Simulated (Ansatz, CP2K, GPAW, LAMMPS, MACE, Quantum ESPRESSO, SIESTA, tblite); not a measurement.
## Running La2O3 with crystalline order left by the classical run (95 atoms) with GPAW

Wanted: GPAW inputs and outputs for La2O3 with crystalline order left by the classical run (95 atoms), checked against a plane-wave reference.

Calculated with GPAW 26.7.0; the method is named at each step.

## 1. The structure

The cell holds 95 atoms: 38 La and 57 O. Its edges and angles: a = 12.168 Å, b = 12.168 Å, c = 12.168 Å, α = 90.0°, β = 90.0°, γ = 90.0°. 95 atoms (38 Nd, 57 O) placed at random at 6.31 g/cm³, melted at 5000 K for 10 ps at fixed volume with the Morse and Coulomb pair potential with partial charges (Pedone, Malavasi, Menziani, Cormack and Segre, J. Phys. Chem. B 110, 11780 (2006)). Quenched from 5000 K to 300 K at 20 K/ps and fixed volume, held 5 ps, then minimised at fixed cell. Then Nd was replaced by La and the cell scaled by 1.023 (the potential has no terms for the new elements, so the cell is a start for a DFT relaxation).

The yardstick, on the same geometry:

- method: Kohn-Sham DFT, PBE, SSSP efficiency 1.3.0 pseudopotentials, plane waves (Quantum ESPRESSO 7.5); sssp-pbe-1.3.0-efficiency, cutoffs 60/480 Ry, Γ point
- r.m.s. force component: 0.2639 eV/Å
- longest force: 0.8606 eV/Å
- pressure: 0.359 GPa
- gap (highest filled to lowest empty level): 3.122 eV
- time: 21 min on 4 MPI ranks of Arm Neoverse V2, shared host
- CPU time: 83 min

## 2. PBE, LCAO dzp, h 0.18 Å

Method: Kohn-Sham DFT, PBE, PAW, atomic orbitals (dzp).

Contents of run.py:

```python
import numpy as np
from ase.io import read
from gpaw import GPAW, FermiDirac

atoms = read("structure.xyz")
atoms.calc = GPAW(
    mode="lcao",
    basis="dzp",
    h=0.18,
    xc="PBE",
    kpts={"size": (1, 1, 1), "gamma": True},
    occupations=FermiDirac(0.05),
    maxiter=200,
    symmetry={"point_group": False},
    txt="gpaw.txt",
)
energy = atoms.get_potential_energy(force_consistent=True)
forces = atoms.get_forces()
print(f"energy {energy:.6f} eV")
print("forces (eV/A)")
for i, (a, f) in enumerate(zip(atoms, forces)):
    print(f"{i:4d} {a.symbol:2s} {f[0]:10.5f} {f[1]:10.5f} {f[2]:10.5f}")
print(f"Fermi level {atoms.calc.get_fermi_level():.4f} eV")
for k in range(len(atoms.calc.get_ibz_k_points())):
    for s in range(atoms.calc.get_number_of_spins()):
        e = atoms.calc.get_eigenvalues(kpt=k, spin=s)
        n = np.searchsorted(e, atoms.calc.get_fermi_level())
        print(f"k {k} spin {s} levels about the Fermi level:", np.round(e[max(n - 6, 0):n], 4).tolist(), "|", np.round(e[n:n + 6], 4).tolist())
```

Contents of structure.xyz:

```xyz
95
Lattice="12.16777 0.00000 0.00000 0.00000 12.16777 0.00000 0.00000 0.00000 12.16777" Properties=species:S:1:pos:R:3 pbc="T T T"
La 7.64087 3.30623 0.90650
La 4.58433 0.53477 2.34278
La 10.63500 2.65306 7.07751
La 10.85973 1.65506 10.49434
La 10.21557 6.82819 8.67246
La 4.59540 5.28836 1.19573
La 10.41464 4.43832 3.27897
La 0.95152 5.72250 5.03259
La 7.21184 6.30327 3.23517
La 7.69830 4.03982 9.75904
La 1.20984 11.00867 3.17396
La 10.39334 8.89878 2.03932
La 4.45073 3.40965 7.52844
La 4.49173 9.15552 0.82899
La 1.51781 3.50359 1.12138
La 7.26185 9.28291 7.43621
La 10.54666 10.08343 10.74134
La 1.39418 8.45039 7.62323
La 7.29555 8.22383 10.86485
La 4.35253 7.77715 4.81807
La 10.48022 11.91164 5.01057
La 4.65162 2.12632 11.03763
La 7.49401 5.27205 6.61148
La 1.60870 11.56790 11.82829
La 1.52547 2.20091 5.00923
La 7.39849 2.53844 4.24850
La 1.36243 4.60173 8.85570
La 1.17541 7.37671 11.13327
La 7.58636 11.36640 0.51178
La 4.35484 11.71124 6.02378
La 10.68184 0.78969 1.61065
La 4.54345 6.18877 9.88692
La 10.19501 8.11310 5.29371
La 7.43706 1.02976 7.58040
La 7.33741 10.46842 4.00526
La 4.39293 10.38872 9.49792
La 10.29576 5.57089 12.00119
La 1.51245 0.46639 8.34977
O 4.78412 7.32390 2.56655
O 3.50115 2.25298 0.97062
O 12.11545 0.85174 3.45260
O 6.38151 1.23333 0.71729
O 11.57435 4.29656 1.30183
O 5.60837 8.32105 8.94173
O 11.24387 6.67463 3.70630
O 9.28778 3.32277 11.36372
O 2.91309 0.17607 4.20506
O 9.39437 1.42582 8.70300
O 8.82820 10.36864 5.90806
O 11.56023 9.86392 4.23146
O 5.97559 11.37321 7.81207
O 2.21368 7.77338 5.44800
O 9.61254 0.03906 11.79349
O 2.51800 5.59717 0.09625
O 9.12181 2.40739 2.50887
O 2.73093 9.29131 11.19861
[... 35 atom lines left out ...]
O 3.23870 0.26185 10.26534
O 6.21274 2.15284 9.27172
O 5.93008 10.27945 11.30751
O 1.96996 4.05710 3.42717
```

The run is started by

```console
$ OMP_NUM_THREADS=1 python run.py > output.txt
```

What it wrote:

```text
energy -733.887932 eV
forces (eV/A)
   0 La   -0.12980   -0.54653    0.29243
   1 La   -0.13285    0.18495   -0.05346
   2 La   -0.25086    0.46799    0.04630
   3 La   -0.24726    0.40533    0.44755
   4 La    0.14011    0.05755    0.07496
   5 La   -0.24075    0.31598    0.07201
   6 La    0.66129    0.05570    0.16586
   7 La    0.21086   -0.16485   -0.34200
   8 La   -0.18436    0.15899   -0.57897
   9 La    0.42458   -0.30059   -0.05400
  10 La   -0.05710   -0.18675    0.28326
  11 La    0.13147   -0.17687   -0.03963
  12 La   -0.36172   -0.04623   -0.29906
  13 La   -0.19464   -0.10669    0.30113
  14 La    0.02395    0.25953    0.19345
  15 La    0.16267   -0.18903    0.01552
  16 La    0.01381   -0.43472   -0.44877
  17 La    0.20046    0.11926   -0.01890
  18 La    0.27242   -0.40425    0.09597
  19 La    0.38114   -0.00947   -0.15297
  20 La   -0.02885   -0.24761    0.24302
  21 La   -0.14236   -0.23626    0.01982
  22 La    0.01270    0.32233    0.08467
  23 La    0.16655    0.29437    0.17015
[...]
87 O     0.08584    0.28288    0.33038
  88 O     0.29904   -0.26723    0.40464
  89 O    -0.65619    0.13497   -0.29669
  90 O    -0.33833    0.40398   -0.57703
  91 O    -0.23642   -0.24212   -0.17370
  92 O    -0.08215    0.32925   -0.39317
  93 O    -0.08731   -0.44480    0.42427
  94 O    -0.49913   -0.41694    0.20524
Fermi level 7.9163 eV
k 0 spin 0 levels about the Fermi level: [6.2549, 6.2745, 6.2881, 6.361, 6.3917, 6.4523] | [9.5916, 10.0544, 10.1372, 10.2291, 10.2522, 10.3069]
```

gpaw.txt:

```text
Input parameters:
  mode=LCAO(),
  basis={'default': 'dzp'},
  h=0.18,
  kpts=MonkhorstPack(size=(1, 1, 1), gamma=True),
  maxiter=200,
  occupations=Occupations(name='fermi-dirac', width=0.05, fixmagmom=False),
  symmetry=Symmetry(point_group=False),
  xc=XC(name='PBE')
Unit cell  # Å
| periodic |         x |         y |         z |   lengths |    angles |
|----------|-----------|-----------|-----------|-----------|-----------|
|      yes | 12.167770 |  0.000000 |  0.000000 | 12.167770 | 90.000000 |
|      yes |  0.000000 | 12.167770 |  0.000000 | 12.167770 | 90.000000 |
|      yes |  0.000000 |  0.000000 | 12.167770 | 12.167770 | 90.000000 |
Number of symmetries: 1
Symmetry operations  # r_c * U_cc + t_c -> r_c
|   | kind |            matrix            |
|---|------|------------------------------|
| 0 |  E   |  1, 0, 0,  0, 1, 0,  0, 0, 1 |
BZ-sampling:
  Number of BZ points: 1
  Number of IBZ points: 1
  Monkhorst-Pack size: [1, 1, 1]
  Monkhorst-Pack shift: [0, 0, 0]
[... lines left out ...]
  MSR1-Mixer
occupation numbers:
  Fermi-Dirac:
    width: 0.0500  # eV
FastPoissonSolver using
    Stencil: 6*3+1=19 point O(h^6) finite-difference Laplacian
xc functional:
  name: PBE with 2 nearest neighbor stencil
interpolation: tri-quintic # 5. degree polynomial
Initialization done in: 19.590 s
convergence criteria:
- Maximum [total energy] change in last 3 cyles: 0.0005 eV / valence electron
- Maximum integral of absolute [dens]ity change: 0.0001 electrons / valence electron
- Maximum integral of absolute [eigenst]ate change: 4e-08 eV^2 / valence electron
maximum number of iterations: 200
SCF iterations
|iter     |      energy | eigst |  dens |
|---------|-------------|-------|-------|
|iter:   1| -856.613334 |      c|       |
|iter:   2| -819.738858 |      c| -0.82 |
|iter:   3| -735.305216 |      c| -0.88 |
|iter:   4| -733.479271 |      c| -1.37 |
|iter:   5| -734.028179 |      c| -1.63 |
|iter:   6| -733.894223 |      c| -2.24 |
|iter:   7| -733.902073c|      c| -2.52 |
|iter:   8| -733.888072c|      c| -2.73 |
|iter:   9| -733.887992c|      c| -3.44 |
|iter:  10| -733.887938c|      c| -3.65 |
|iter:  11| -733.887932c|      c| -4.02c|
Converged in 11 steps
SCF loop duration: 773.254 s (70.296 s/step)
Energy contributions relative to reference atoms: (reference = -8898627.244568)
Energy contributions:
  Kinetic:        1206.327312
  Coulomb:       -1145.767196
  Zero:             10.222913
  External:          0.000000
  Xc:             -804.670961
  Entropy:          -0.000000
  Spinorbit:         0.000000
  ----------------------------
  Free energy:    -733.887932
  Extrapolated:   -733.887932
dipole moment: (-2.962888, -21.410970, 5.946772)  # |e|*Ang
Fermi level: 7.916
Eigenvalues  # (at kpt = [0.000, 0.000, 0.000])
| band index |      eig [eV] | occ [0-2] |
|------------|---------------|-----------|
|          0 |       -23.745 |     2.000 |
|        ... |               |           |
|        372 |         6.208 |     2.000 |
|        373 |         6.240 |     2.000 |
[...]
|        387 |        10.371 |     0.000 |
|        ... |               |           |
|        459 |        11.230 |     0.000 |
Gap: 3.139 eV
Transition (v -> c):
  (s=0, k=0, n=379, [0.00, 0.00, 0.00]) -> (s=0, k=0, n=380, [0.00, 0.00, 0.00])
No difference between direct/indirect transitions
Force computation time: 171.350  # s
timing:  # [seconds]
  Total:  964.223  # ━━━━━━━━━━━━━━━━━━━━━━━━━━━━━━━━━━━━━━━━━━━━━━━━━━━━━━━━
  Init:    19.590  # ━
  SCF:    773.254  # ━━━━━━━━━━━━━━━━━━━━━━━━━━━━━━━━━━━━━━━━━━━━━
  Forces: 171.350  # ━━━━━━━━━━
```

Wall time 16 min (1 thread of Arm Neoverse V2, shared host); peak memory 3.1 GiB.

Banners, paths, timers and routine set-up lines are dropped from the logs unmarked, and long logs keep their key lines alone; longer cuts are marked.

Numbers from this run, and their distance from the reference:

```yaml
r_m_s_force_component: 0.271 eV/Å
r_m_s_difference_of_force_components: 92.58 meV/Å
longest_difference_of_force_vectors: 609 meV/Å
force_difference_over_r_m_s_force: 35.08 %
slope_of_forces_against_the_reference_s: 0.966
correlation_of_force_components: 0.9405
spacing_of_highest_filled_and_lowest_empty_level: 3.139 eV
gap_difference: 0.0171 eV
```

This run lies far from the reference in forces at the same functional.

Length of the force difference by element (eV/Å):

```
element  atoms   mean  most
     La     38   0.20  0.61
      O     57  0.061  0.15
```

Levels nearest the highest filled one (eV from it): -0.20, -0.18, -0.16, -0.09, -0.06, 0.00, 3.14, 3.60, 3.68, 3.78, 3.80, 3.85.

A closer look about La34, which has 5 bonded neighbours where the commonest count for La is 6: 9 atoms, nearest first, numbered in the order of the input, with positions taken from that point.

```csv
atom,x,y,z,distance (Å),bonds,Fx,Fy,Fz (eV/Å)
La34,0.00,0.00,0.00,0.00,5,0.20,0.04,0.42
O48,1.96,0.40,1.12,2.29,3,-0.20,0.18,-0.26
O51,-1.46,-1.82,0.23,2.35,4,-0.16,-0.32,0.06
O93,-1.22,1.12,1.69,2.37,4,-0.08,0.33,-0.39
O77,1.57,0.41,-1.88,2.49,4,0.00,0.31,0.32
O67,-1.01,1.93,-1.23,2.50,4,0.40,-0.15,0.19
O80,-1.36,-0.54,-3.23,3.54,4,-0.44,-0.22,0.00
O49,1.39,-2.83,-1.67,3.57,4,0.18,-0.18,0.01
La3,3.20,1.62,-0.50,3.62,6,-0.25,0.47,0.05
```

Atoms are counted from 1 here, from 0 in the log.

Forces lie 35 % from the reference's, at 0.19 times its CPU time (on 1 against 4 cores).

The difference per atom is largest on La (0.20 eV/Å on average, against 0.061 on O).

## 3. PBE, LCAO dzp, h 0.22 Å

Method: Kohn-Sham DFT, PBE, PAW, atomic orbitals (dzp).

Edit run.py of step 2 so:

```diff
@@ -8,3 +8,3 @@
     basis="dzp",
-    h=0.18,
+    h=0.22,
     xc="PBE",
```

structure.xyz is that of step 2.

What it wrote:

```text
energy -719.399349 eV
forces (eV/A)
   0 La   -0.11652   -0.52971    0.26783
   1 La   -0.12972    0.18959   -0.08235
   2 La   -0.23972    0.47768    0.02376
   3 La   -0.23806    0.39214    0.44818
   4 La    0.11875    0.08870    0.09188
   5 La   -0.22551    0.30342    0.07244
[...]
92 O    -0.23721    0.22444   -0.57322
  93 O     0.13550   -0.24578    0.44973
  94 O    -0.44512   -0.58417   -0.01288
Fermi level 7.9261 eV
k 0 spin 0 levels about the Fermi level: [6.2578, 6.2771, 6.2912, 6.3645, 6.3953, 6.4559] | [9.5927, 10.0544, 10.1377, 10.2294, 10.2523, 10.3073]
```

gpaw.txt:

```text
Input parameters:
  mode=LCAO(),
  basis={'default': 'dzp'},
  h=0.22,
  kpts=MonkhorstPack(size=(1, 1, 1), gamma=True),
  maxiter=200,
  occupations=Occupations(name='fermi-dirac', width=0.05, fixmagmom=False),
[... lines left out ...]
  Fermi-Dirac:
[... lines left out ...]
convergence criteria:
- Maximum [total energy] change in last 3 cyles: 0.0005 eV / valence electron
[... lines left out ...]
Converged in 11 steps
[... lines left out ...]
  Free energy:    -719.399349
[... lines left out ...]
Fermi level: 7.926
[... lines left out ...]
|        ... |               |           |
|        459 |        11.227 |     0.000 |
Gap: 3.137 eV
Transition (v -> c):
  (s=0, k=0, n=379, [0.00, 0.00, 0.00]) -> (s=0, k=0, n=380, [0.00, 0.00, 0.00])
No difference between direct/indirect transitions
Force computation time: 101.703  # s
timing:  # [seconds]
  Total:  598.454  # ━━━━━━━━━━━━━━━━━━━━━━━━━━━━━━━━━━━━━━━━━━━━━━━━━━━━━━━━
  Init:    16.521  # ━╸
  SCF:    480.197  # ━━━━━━━━━━━━━━━━━━━━━━━━━━━━━━━━━━━━━━━━━━━━━
  Forces: 101.703  # ━━━━━━━━━╸
```

Run time: 10 min. Hardware: 1 thread; peak memory 2 GiB.

Against the reference:

```yaml
r_m_s_force_component: 0.2932 eV/Å
r_m_s_difference_of_force_components: 159.7 meV/Å
longest_difference_of_force_vectors: 637 meV/Å
force_difference_over_r_m_s_force: 60.53 %
slope_of_forces_against_the_reference_s: 0.9341
correlation_of_force_components: 0.8407
spacing_of_highest_filled_and_lowest_empty_level: 3.137 eV
gap_difference: 0.0146 eV
energy_less_the_same_level_run_s: 152.5 meV/atom
r_m_s_force_difference_from_the_same_level_run: 131.2 meV/Å
```

This is a coarse setting, run to see what it loses.

Against the first run (35 %), the force difference from the reference is 61 %, at 0.62 times the CPU time: the grid matters here.

The forces add up to 1.0 eV/Å instead of zero, usually a sign of too coarse a grid.

## 4. A run with a doubtful setting

Edit run.py of step 3 so:

```diff
@@ -8,7 +8,7 @@
     basis="dzp",
-    h=0.22,
-    xc="PBE",
+    h=0.18,
+    xc="PBE96",
     kpts={"size": (1, 1, 1), "gamma": True},
     occupations=FermiDirac(0.05),
-    maxiter=200,
+    maxiter=60,
     symmetry={"point_group": False},
```

structure.xyz is that of step 3.

What it wrote:

```text
ValueError: not enough values to unpack (expected 2, got 1)
NameError: Unknown functional: PBE96.
```

gpaw.txt:

```text
Input parameters:
  mode=LCAO(),
  basis={'default': 'dzp'},
  h=0.18,
  kpts=MonkhorstPack(size=(1, 1, 1), gamma=True),
  maxiter=60,
  occupations=Occupations(name='fermi-dirac', width=0.05, fixmagmom=False),
  symmetry=Symmetry(point_group=False),
  xc=XC(name='PBE96')
timing:  # [seconds]
  Total: 0.027  # ━━━━━━━━━━━━━━━━━━━━━━━━━━━━━━━━━━━━━━━━━━━━━━━━━━━━━━━━━━━
  Init:  0.006  # ━━━━━━━━━━━━━╸
```

Run time: 1.1 s. Hardware: 1 thread; peak memory 0.14 GiB.

The program stopped at the start. The fault in the input: an unknown functional (functional PBE96).

## 5. Side by side

Differences are against the plane-wave reference, forces as r.m.s. over components; share is that over the reference's r.m.s. force, slope the least-squares factor from reference forces to these. Total energies of different programs have different zeros and aren't compared.

```csv
run,"Δ force, r.m.s. (meV/Å)",share (%),slope,Δ gap (eV),cores,CPU time,memory (GiB)
reference,-,-,-,-,4,83 min,13
"GPAW PBE, LCAO dzp, h 0.18 Å",92.6,35.1,0.966,0.0171,1,16 min,3.1
"GPAW PBE, LCAO dzp, h 0.22 Å (coarse)",160,60.5,0.934,0.0146,1,10 min,2.0
```

Rows marked coarse were listed beforehand as settings not expected to be converged; some can still land near the reference.

CPU time is summed over cores on a shared host, where runs went side by side, so it is rough. Symmetry, cutoffs, thresholds, outputs and thread counts weren't matched or tuned between programs; memory under MPI is the largest rank's times the ranks.

Within one program, basis, potentials and functional, energies share a zero. Each run against its twin at the usual cutoff or grid and solver:

| run | twin | Δ energy (meV/atom) | Δ force, r.m.s. (meV/Å) | CPU time over the twin's |
| --- | --- | --- | --- | --- |
| GPAW PBE, LCAO dzp, h 0.22 Å | LCAO dzp, h 0.18 Å | 153 | 131 | 0.62 |

Further runs of this program without a result: GPAW PBE, LCAO sz(dzp), h 0.18 Å (stopped at the start).

## 6. What came out

```
nearest in forces : GPAW PBE, LCAO dzp, h 0.18 Å, 35 %
its CPU time      : 16 min
```

What this shows: The PBE run in local orbitals, coarse settings apart, differs by 35 % (GPAW PBE, LCAO dzp, h 0.18 Å); basis, grid and potentials can all enter. Runs with settings chosen to be coarse differ by 61 % (GPAW PBE, LCAO dzp, h 0.22 Å), their programs' other errors included. Of the electronic-structure runs that take under half the reference's CPU time, GPAW PBE, LCAO dzp, h 0.18 Å comes nearest, at 35 % in 16 min against 83 min. At the same functional, gaps differ from the reference's 3.12 eV by between +0.01 and +0.02 eV. The quench rate of 20 K/ps is many orders above laboratory rates, so the cell is likely richer in defects and strain than a real sample. The network of bonds at the start is that of the classical potential that made the cell, and needn't be the one that DFT or experiment would give. The reference's stress is far from hydrostatic: its diagonal is -0.4, -1.5, 3.0 GPa, compression counted positive. The electronic-structure runs sample only Γ, in a cell whose shortest periodic width is 12 Å. Spin–orbit coupling is left out, which matters for the levels of the heavy elements.

[Also dropped from logs without a mark: logging warnings of Python, and SIESTA's first energy breakdown and zero terms.]

[Logs are printed without paths, hosts, clocks, repeated set-up lines and the standing remarks that a program may print on its own settings, such as how far it seeks lower states.]

[Hosts, paths, dates, database ids (printed as entryN), source tags and the programs' standing remarks are cut or masked in the printed files.]
